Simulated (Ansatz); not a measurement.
# AlNi (Pm-3m) under uniaxial strain along [001], part 2 of 2

Wanted: the shifts of the zone-centre modes of AlNi (Pm-3m) with strain.

Ansatz 0.2.0; DFT PBEsol, scalar-relativistic, plane waves, PAW; PAW set soft_1.

So far. Step 3 (Tight relaxation): The forces vanish by symmetry and the pressure is -0.009 GPa, within the tolerances set. The cell now holds 11.72 Å³/atom.

The database entry behind the starting cell differs from later determinations by our own check (about 0.2 % short), so it need not match the best structure at ambient conditions.

## Step 4: Zone-centre response at rest

The force constants come from the linear response of the density to a displacement.

The modes at rest are the reference of the series.

The input, input.yaml:

```yaml
crystal:
  lattice:
    - [2.8617390861, 0.0, 0.0]
    - [0.0, 2.8617390861, 0.0]
    - [0.0, 0.0, 2.8617390861]
  atoms:
    - { symbol: Al, position: [0.0, 0.0, 0.0] }
    - { symbol: Ni, position: [0.5, 0.5, 0.5] }
kpoints:
  mp_grid: { grid: [16, 16, 16] }
hamiltonian:
  xc: pbesol
  pseudopotentials: { kind: paw, azcp: { folder: soft_1 }, xc_functional: pbe }
scf:
  occupations: { method: methfessel_paxton, width: 0.2 }
output:
  eigenvalues: true
phonons:
  method: dfpt
```

The run is started by

```sh
ansatz run input.yaml --threads 4 --pin off --max-ram 10240MiB --backend cpu --events-out ev --progress --plain --runs-dir out
```

Numbers of over 12 decimals in the logs are rounded to 6 here.

The log of the run:

```text
[...]
Crystal: 2 atoms, lattice volume = 23.436 Å³
Basis set: ecut = 420 eV, 461 PW (Γ), exchange–correlation on 40×40×40 points (8 copies of the dense FFT grid, shifted against one another)
Bands: 15, of which v1, the nominal top of the filled ones, is band 11 counted from 1 (10 counted from 0)
Symmetry: 48 space group operations
k-points: 405 of 4096 (irreducible under 8 space group operations, time reversal used)
[...]
SCF iter   1: F=—  HF=-6331.232969 eV  |F-HF|=—  |Δ(HF+E_count)|=         —  Δρ=7.71e-2  dr2=1.42e0  ethr=3.10e-3  ⟨swp⟩=4.0  Hψ=26962  notcnv=0
[...]
SCF iter   9: F=-6330.874466 eV  HF=-6330.874466 eV  |F-HF|=9.09e-13  |Δ(HF+E_count)|=  1.55e-11  S|Δr|=    0.00e0  Δρ=2.18e-8  dr2=7.48e-14  ethr=1.00e-12  ⟨swp⟩=6.1  Hψ=24682  notcnv=0
SCF 1 converged in 9 iterations: F = -6330.874466 eV  dr2 = 7.48e-14
[...]
DFPT response loops at Γ: preconditioner auto → Kerker (q_TF=auto, 2.679 Å⁻¹) (partly filled bands, converged f_vac=0.000); β = 1.00, the filter's whole step (`scf.mixing.beta` (0.50) is not read by the response loops under this deck's `scf.mixing.preconditioner`; to damp them name `kerker` or `kerker_dos`, under which they read `scf.mixing.beta`, and type it under 1.00, their step now; both keys bind the ground state too); Broyden in place of MSR1
SCF converged after 9 iterations
[...]
Free energy (F): -6330.874466 eV
[...]
Internal energy: -6330.875548 eV  (E = F + TS)
E sigma→0 (E₀):  -6330.874736 eV
Entropy (-TS):   0.001082 eV (0.541 meV/atom)
Fermi energy:    14.083151 eV
[...]
--- Band table (eV; the first three rows and the last of 405) ---
  k-point 0: bands = [... 7 lower, 12.5147, 12.5147, 12.5147, 19.6379, 19.6379, 19.6379, 22.2655, 22.2655]
  k-point 1: bands = [... 7 lower, 12.4819, 12.4819, 12.5182, 18.8417, 19.7346, 19.7346, 22.2682, 22.9914]
  k-point 2: bands = [... 7 lower, 12.3913, 12.3913, 12.5282, 17.4518, 20.0172, 20.0172, 22.2760, 24.1389]
  k-point 404: bands = [... 7 lower, 13.0928, 13.0928, 16.0103, 16.0103, 16.0103, 17.9775, 18.6572, 18.6572]
--- Phonons (Γ-DFPT): 2 representative perturbations + reference, on 405 of 4096 k-points (Σ response iterations 7) ---
  k mesh reduced under 8 symmetry operations, with k and −k counted as one. Each operation leaves every solved perturbation unchanged. A smaller set is not used because it would not reduce the number of displacements times k-points to solve
  ASR residual: 1.036e-5 → 0.000e0 eV/Å²; symmetrization residual: 1.373e-6 eV/Å²
  ASR residual per site (eV/Å²): 8.72e-6 1.04e-5
  Γ frequencies (cm⁻¹): 0.00 0.00 0.00 302.10 302.10 302.10
  non-analytic LO–TO correction: not included (Born effective charges unavailable; polar crystals: no LO–TO splitting at Γ)
```

It took 9.4 s on 4 threads of Intel Xeon Platinum 8488C (Sapphire Rapids), shared host; peak memory 0.71 GiB.

Numbers from this step:

```yaml
sum_rule_residual_before_enforcement: 1.04e-5 eV/Å²
point_group: m-3m
highest_optical_mode_at_the_zone_centre_no_lo_to_term: 302.1 cm⁻¹
lowest_optical_zone_centre_mode: 302.1 cm⁻¹
```

Patterns of degenerate modes are one choice out of their space. The modes at Γ (shares of kinetic energy by element, %):

```csv
mode,frequency (cm⁻¹),symmetry,Al %,Ni %
1,0.0,acoustic,31,69
2,0.0,acoustic,31,69
3,0.0,acoustic,31,69
4,302.1,T1u,69,31
5,302.1,T1u,69,31
6,302.1,T1u,69,31
```

Displacements in mode 6 (302.1 cm⁻¹), the largest set to 1:
```
Al1  0.00  1.00  0.00
Ni2  0.00 -0.46  0.00
```

Before it was imposed, the acoustic sum rule was missed by 1.0e-5 eV/Å². Small misses are needed for a sound result but don't prove that mesh and cutoff are converged. The lowest optical mode is real, 302 cm⁻¹.

## Step 5: Relaxation of a member: uniaxial strain of +4 % along [001]

The cell takes a uniaxial strain of +4 % along [001]. The strained length and the angles are held, while the rest of the cell and the atoms relax.

input.yaml, the sections that differ from step 4:

```yaml
crystal:
  lattice:
    - [2.8288888379, 0.0, 0.0]
    - [0.0, 2.8288888379, 0.0]
    - [0.0, 0.0, 2.9762086497]
  atoms:
    - { symbol: Al, position: [0.0, 0.0, 0.0] }
    - { symbol: Ni, position: [0.5, 0.5, 0.5] }
output:
  forces: true
  stress: true
  eigenvalues: true
relax:
  adjacent_minimum: "off"
  f_tol: 0.001
  max_steps: 60
  cell: { stress_tol: 0.01, fix: [c, angles] }
# kpoints, hamiltonian, scf: as in step 4
# phonons: removed
```

The log of the run:

```text
[...]
Crystal: 2 atoms, lattice volume = 23.817 Å³
Basis set: ecut = 420 eV, 461 PW (Γ), exchange–correlation on 40×40×40 points (8 copies of the dense FFT grid, shifted against one another)
Bands: 15, of which v1, the nominal top of the filled ones, is band 11 counted from 1 (10 counted from 0)
Symmetry: 16 space group operations
[...]
k-points: 405 of 4096
[...]
k-point 404: bands = [... 7 lower, 12.8809, 13.0333, 15.8089, 15.9286, 15.9286, 17.7758, 18.2804, 18.2804]
--- Relaxed structure (4 steps of the walk, 4 accepted, 1 SCFs on fresh bases) ---
[...]
cell:  # Å, volume = 23.6323 Å³
    - [2.817872, 0, 0.0]
    - [0, 2.817872, 0.0]
    - [0.0, 0.0, 2.9762086497]
  atoms:
    - { symbol: Al, position: [0, 0, 0.0] }
    - { symbol: Ni, position: [0.5, 0.5, 0.5] }
[key lines of the parts left out:]
SCF converged after 6 iterations
Free energy (F): -6330.862668 eV
Fermi energy:    13.934363 eV
P = ⅓ Tr σ = -1.2387 GPa (-12.387 kbar)
```

The job ended after 8.1 s (4 threads; peak memory 0.49 GiB; 29 s of CPU time).

The steps of the relaxation:

```csv
step,energy less that of the first step (eV),largest force component (eV/Å),pressure (GPa),volume (Å³)
1,0.0000,0.0000,-2.54,23.82
2,-0.0007,0.0000,-1.79,23.71
3,-0.0009,0.0000,-1.23,23.63
4,-0.0009,0.0000,-1.24,23.63
5*,-0.0008,0.0000,-1.24,23.63
```

Relaxation steps marked * repeat the geometry before them on a plane-wave basis chosen anew for their cell, so energy and pressure can jump there.

Forces are held to the 16 operations that the run works with; a distortion that breaks them can't arise in this run.

```csv
"conventional cell, symmetrised",before,after,change
a (Å),2.829,2.818,-0.4 %
b (Å),2.829,2.818,-0.4 %
c (Å),2.976,2.976,+0.0 %
volume (Å³/atom),11.91,11.82,-0.8 %
```

The relaxed structure:

```cif
data_structure
_symmetry_space_group_name_H-M 'P 1'
_symmetry_Int_Tables_number 1
_cell_length_a 2.8179
_cell_length_b 2.8179
_cell_length_c 2.9762
_cell_angle_alpha 90.000
_cell_angle_beta 90.000
_cell_angle_gamma 90.000
_cell_volume 23.63
loop_
_atom_site_label
_atom_site_type_symbol
_atom_site_fract_x
_atom_site_fract_y
_atom_site_fract_z
_atom_site_occupancy
Al1 Al 0.00000 0.00000 0.00000 1
Ni2 Ni 0.50000 0.50000 0.50000 1
```

Numbers from this step:

```
pressure        : -1.239 GPa
volume per atom : 11.82 Å³
```

The forces vanish by symmetry.

## Step 6: Modes of this member: uniaxial strain of +4 % along [001]

The zone-centre modes follow for uniaxial strain of +4 % along [001].

input.yaml, the sections that differ from step 5:

```yaml
crystal:
  lattice:
    - [2.8178724923, 0.0, 0.0]
    - [0.0, 2.8178724923, 0.0]
    - [0.0, 0.0, 2.9762086497]
  atoms:
    - { symbol: Al, position: [0.0, 0.0, 0.0] }
    - { symbol: Ni, position: [0.5, 0.5, 0.5] }
output:
  eigenvalues: true
phonons:
  method: dfpt
# kpoints, hamiltonian, scf: as in step 5
# relax: removed
```

The log of the run:

```text
zone centre: on kpoints.mp_grid the ground state, and the responses unless they are solved on pairs of k-points, stand on 729 of the mesh's 4096 k-points, reduced under 8 symmetry operations, with k and −k counted as one. Each operation leaves every solved displacement unchanged or reverses it
[...]
Crystal: 2 atoms, lattice volume = 23.632 Å³
Basis set: ecut = 420 eV, 461 PW (Γ), exchange–correlation on 40×40×40 points (8 copies of the dense FFT grid, shifted against one another)
Bands: 15, of which v1, the nominal top of the filled ones, is band 11 counted from 1 (10 counted from 0)
Symmetry: 16 space group operations
k-points: 729 of 4096 (irreducible under 8 space group operations)
[...]
SCF iter   1: F=—  HF=-6331.226134 eV  |F-HF|=—  |Δ(HF+E_count)|=         —  Δρ=7.85e-2  dr2=1.48e0  ethr=3.10e-3  ⟨swp⟩=4.1  Hψ=48466  notcnv=0
[...]
SCF iter   9: F=-6330.862668 eV  HF=-6330.862668 eV  |F-HF|=9.09e-13  |Δ(HF+E_count)|=  5.64e-11  S|Δr|=    0.00e0  Δρ=5.96e-8  dr2=8.26e-13  ethr=1.00e-12  ⟨swp⟩=4.9  Hψ=51630  notcnv=0
SCF 1 converged in 9 iterations: F = -6330.862668 eV  dr2 = 8.26e-13
[...]
SCF converged after 9 iterations
[...]
Free energy (F): -6330.862668 eV
[...]
Internal energy: -6330.862144 eV  (E = F + TS)
E sigma→0 (E₀):  -6330.862537 eV
Entropy (-TS):   -0.000523 eV (-0.262 meV/atom)
Fermi energy:    13.934363 eV
[...]
--- Band table (eV; the first three rows and the last of 729) ---
  k-point 0: bands = [... 7 lower, 12.3427, 12.3427, 12.4939, 18.1960, 20.1265, 20.1265, 21.7457, 22.3080]
  k-point 1: bands = [... 7 lower, 12.3176, 12.3176, 12.4963, 17.5781, 20.2139, 20.2139, 22.3055, 22.3882]
  k-point 2: bands = [... 7 lower, 12.2478, 12.2478, 12.5034, 16.3896, 20.4706, 20.4706, 22.2983, 23.6237]
  k-point 728: bands = [... 7 lower, 12.8809, 13.0333, 15.8089, 15.9286, 15.9286, 17.7758, 18.2804, 18.2804]
[...]
ASR residual: 6.293e-5 → 0.000e0 eV/Å²; symmetrization residual: 1.269e-6 eV/Å²
  ASR residual per site (eV/Å²): 1.33e-5 6.29e-5
  Γ frequencies (cm⁻¹): 0.00 0.00 0.00 294.26 294.26 299.39
[...]
```

It took 20 s on 4 threads; peak memory 1 GiB; 71 s of CPU time.

This step gave:

| Item | Value |
| --- | --- |
| sum-rule residual before enforcement | 6.29e-5 eV/Å² |
| point group | 4/mmm |
| highest optical mode at the zone centre (no LO-TO term) | 299.4 cm⁻¹ |
| lowest optical zone-centre mode | 294.3 cm⁻¹ |

Patterns of degenerate modes are one choice out of their space. The modes at Γ (shares of kinetic energy by element, %):

```
mode  frequency (cm⁻¹)  symmetry  Al %  Ni %
   1               0.0  acoustic    31    69
   2               0.0  acoustic    31    69
   3               0.0  acoustic    31    69
   4             294.3        Eu    69    31
   5             294.3        Eu    69    31
   6             299.4       A2u    69    31
```

The lowest optical mode is real, 294 cm⁻¹, and the highest lies at 299.4 cm⁻¹.

## Step 7: Relaxation of a member: uniaxial strain of -4 % along [001]

The cell takes a uniaxial strain of -4 % along [001]. The strained length and the angles are held, while the rest of the cell and the atoms relax.

input.yaml, the sections that differ from step 6:

```yaml
crystal:
  lattice:
    - [2.895270957, 0.0, 0.0]
    - [0.0, 2.895270957, 0.0]
    - [0.0, 0.0, 2.7472695225]
  atoms:
    - { symbol: Al, position: [0.0, 0.0, 0.0] }
    - { symbol: Ni, position: [0.5, 0.5, 0.5] }
output:
  forces: true
  stress: true
  eigenvalues: true
relax:
  adjacent_minimum: "off"
  f_tol: 0.001
  max_steps: 60
  cell: { stress_tol: 0.01, fix: [c, angles] }
# kpoints, hamiltonian, scf: as in step 6
# phonons: removed
```

The log of the run:

```text
[...]
Crystal: 2 atoms, lattice volume = 23.029 Å³
Basis set: ecut = 420 eV, 461 PW (Γ), exchange–correlation on 40×40×40 points (8 copies of the dense FFT grid, shifted against one another)
Bands: 15, of which v1, the nominal top of the filled ones, is band 11 counted from 1 (10 counted from 0)
Symmetry: 16 space group operations
[...]
k-points: 405 of 4096
[...]
k-point 404: bands = [... 7 lower, 13.1675, 13.3022, 16.1402, 16.1402, 16.2537, 18.2370, 18.4473, 19.0600]
--- Relaxed structure (4 steps of the walk, 4 accepted, 2 SCFs on fresh bases) ---
[...]
cell:  # Å, volume = 23.2216 Å³
    - [2.907337, 0, 0.0]
    - [0, 2.907337, 0.0]
    - [0.0, 0.0, 2.7472695225]
  atoms:
    - { symbol: Al, position: [0, 0, 0.0] }
    - { symbol: Ni, position: [0.5, 0.5, 0.5] }
[key lines of the parts left out:]
SCF converged after 5 iterations
Free energy (F): -6330.857799 eV
Fermi energy:    14.249839 eV
P = ⅓ Tr σ = 1.8551 GPa (18.551 kbar)
```

Run time: 9.4 s. Hardware: 4 threads; peak memory 0.48 GiB; 34 s of CPU time.

The steps of the relaxation:

```
step  energy less that of the first step (eV)  largest force component (eV/Å)  pressure (GPa)  volume (Å³)
   1                                   0.0000                          0.0000            3.35        23.03
   2                                  -0.0007                          0.0000            2.55        23.13
   3                                  -0.0009                          0.0000            1.86        23.22
  4*                                  -0.0009                          0.0000            1.86        23.22
   5                                  -0.0009                          0.0000            1.86        23.22
  6*                                  -0.0009                          0.0000            1.86        23.22
```

Relaxation steps marked * repeat the geometry before them on a plane-wave basis chosen anew for their cell, so energy and pressure can jump there.

The run keeps the 16 symmetry operations that it works with, so distortions that break them were not tested.

```csv
"conventional cell, symmetrised",before,after,change
a (Å),2.895,2.907,+0.4 %
b (Å),2.895,2.907,+0.4 %
c (Å),2.747,2.747,-0.0 %
volume (Å³/atom),11.51,11.61,+0.8 %
```

The relaxed structure:

```xyz
2
Lattice="2.9073 0.0000 0.0000 0.0000 2.9073 0.0000 0.0000 0.0000 2.7473" Properties=species:S:1:pos:R:3 pbc="T T T"
Al    0.0000    0.0000    0.0000
Ni    1.4537    1.4537    1.3736
```

Numbers from this step:

- pressure: 1.855 GPa
- volume per atom: 11.61 Å³

The forces vanish by symmetry.

The cell grew by 0.8 % in volume.

## Step 8: Zone-centre modes of the member: uniaxial strain of -4 % along [001]

The zone-centre modes follow for uniaxial strain of -4 % along [001].

input.yaml, the sections that differ from step 7:

```yaml
crystal:
  lattice:
    - [2.9073371718, 0.0, 0.0]
    - [0.0, 2.9073371718, 0.0]
    - [0.0, 0.0, 2.7472695225]
  atoms:
    - { symbol: Al, position: [0.0, 0.0, 0.0] }
    - { symbol: Ni, position: [0.5, 0.5, 0.5] }
output:
  eigenvalues: true
phonons:
  method: dfpt
# kpoints, hamiltonian, scf: as in step 7
# relax: removed
```

The log of the run:

```text
[...]
Crystal: 2 atoms, lattice volume = 23.222 Å³
Basis set: ecut = 420 eV, 461 PW (Γ), exchange–correlation on 40×40×40 points (8 copies of the dense FFT grid, shifted against one another)
Bands: 15, of which v1, the nominal top of the filled ones, is band 11 counted from 1 (10 counted from 0)
Symmetry: 16 space group operations
k-points: 729 of 4096 (irreducible under 8 space group operations)
[...]
k-point 2: bands = [... 7 lower, 12.5559, 12.5559, 12.5596, 18.5811, 19.5793, 19.5793, 22.2554, 24.3760]
  k-point 728: bands = [... 7 lower, 13.1675, 13.3022, 16.1402, 16.1402, 16.2537, 18.2370, 18.4473, 19.0600]
[...]
ASR residual: 3.388e-5 → 0.000e0 eV/Å²; symmetrization residual: 1.043e-6 eV/Å²
  ASR residual per site (eV/Å²): 1.33e-5 3.39e-5
  Γ frequencies (cm⁻¹): 0.00 0.00 0.00 303.96 307.38 307.38
[...]
[key lines of the parts left out:]
SCF converged after 9 iterations
Free energy (F): -6330.857799 eV
Fermi energy:    14.249839 eV
```

Wall time 20 s (4 threads); peak memory 1 GiB.

This step gave:

* sum-rule residual before enforcement: 3.39e-5 eV/Å²
* highest optical mode at the zone centre (no LO-TO term): 307.4 cm⁻¹
* lowest optical zone-centre mode: 304.0 cm⁻¹

Patterns of degenerate modes are one choice out of their space. The modes at Γ (shares of kinetic energy by element, %):

```
mode  frequency (cm⁻¹)  symmetry  Al %  Ni %
   1               0.0  acoustic    31    69
   2               0.0  acoustic    31    69
   3               0.0  acoustic    31    69
   4             304.0       A2u    69    31
   5             307.4        Eu    69    31
   6             307.4        Eu    69    31
```

The lowest optical mode is real, 304 cm⁻¹, and the highest lies at 307.4 cm⁻¹.

## Step 9: All members side by side

The members are set side by side, also those not shown above.

Stress is positive in compression; energies are extrapolated to zero smearing, and E0 is that at rest; the edges not held and the atoms are relaxed in each cell; all runs use 16×16×16 k points and Methfessel-Paxton smearing of 0.2 eV. State of the crystal along the series:

```csv
strain (%),stress along the axis (GPa),free strain along [100] (%),free strain along [010] (%),E - E0 (meV/atom)
-4,5.565,1.593,1.593,8.49
-3,4.17,1.172,1.172,4.858
-2,2.824,0.761,0.761,2.19
-1,1.409,0.3694,0.3694,0.5405
0,-0.008878,0,0,0
1,-1.192,-0.3786,-0.3786,0.4732
2,-2.151,-0.7622,-0.7622,1.74
3,-2.973,-1.148,-1.148,3.645
4,-3.719,-1.533,-1.533,6.1
```

Optical modes are counted from below at rest and tracked from member to member by their patterns, and modes that stay within 0.3 cm⁻¹ of each other stand once; labels, where given, are those at rest; the edges not held and the atoms are relaxed in each cell; all runs use 16×16×16 k points and Methfessel-Paxton smearing of 0.2 eV. Optical modes along the series:

```
strain (%)  optical mode 1 T1u, doublet (cm⁻¹)  optical mode 2 T1u, singlet (cm⁻¹)
        -4                               307.4                                 304
        -3                               306.5                               303.9
        -2                               305.4                               303.6
        -1                               303.9                               303.1
         0                               302.1                               302.1
         1                               300.3                               301.3
         2                               298.4                               300.6
         3                               296.4                                 300
         4                               294.3                               299.4
```

Value and slope at zero strain of a cubic (a lower polynomial where under five rows exist) through the rows within 2 % of rest. Slopes at rest:

```csv
mode,frequency (cm⁻¹),shift per percent of strain (cm⁻¹),shift per GPa of compressive stress (cm⁻¹)
"optical mode 1 T1u, doublet",302.1,-1.84,1.39
"optical mode 2 T1u, singlet",302.1,-0.91,0.69
```

## Step 10: Summary of results

```yaml
members: 9
highest_optical_mode_at_the_zone_centre_no_lo_to_term_at_rest: 302.1 cm⁻¹
young_s_modulus_along_001: 132 GPa
optical_mode_1_t1u_doublet_shift_per_percent: -1.84 cm⁻¹
optical_mode_2_t1u_singlet_shift_per_percent: -0.91 cm⁻¹
```

The stress changes by 1.32 GPa for each percent, a Young’s modulus of 132 GPa along [001]. For each percent the free edge responds with -0.37 %. The strain lowers the symmetry: the level at 302.1 cm⁻¹ splits, into 307.4 and 304.0 cm⁻¹ at -4 %. The fastest shift in the table of slopes is -1.8 cm⁻¹ for each percent (optical mode 1 T1u, doublet), or 1.4 cm⁻¹ for each GPa of compressive stress. For small strain, the measured shift of a line that Raman or infrared light can see, divided by its slope, estimates the stress, if the state of stress is of this kind. These are harmonic frequencies at zero temperature: anharmonic shifts, linewidths and thermal expansion are left out. With no gap, or one that is small against the smearing, the frequencies hang on the k mesh and the smearing, most of all near Kohn anomalies. The runs are without spin polarisation, although the cell has an odd electron count. The PAW files were made for PBE; the program adapts parts of them to the functional of the run, but their partial waves stay those of PBE, an approximation that was not tested in this session. Only the zone centre was solved, so an instability at another wavevector cannot show here.

[Logs are printed without paths, hosts, clocks, repeated set-up lines and the standing remarks that a program may print on its own settings, such as how far it seeks lower states.]

[Hosts, paths, dates, database ids (printed as entryN), source tags and the programs' standing remarks are cut or masked in the printed files.]
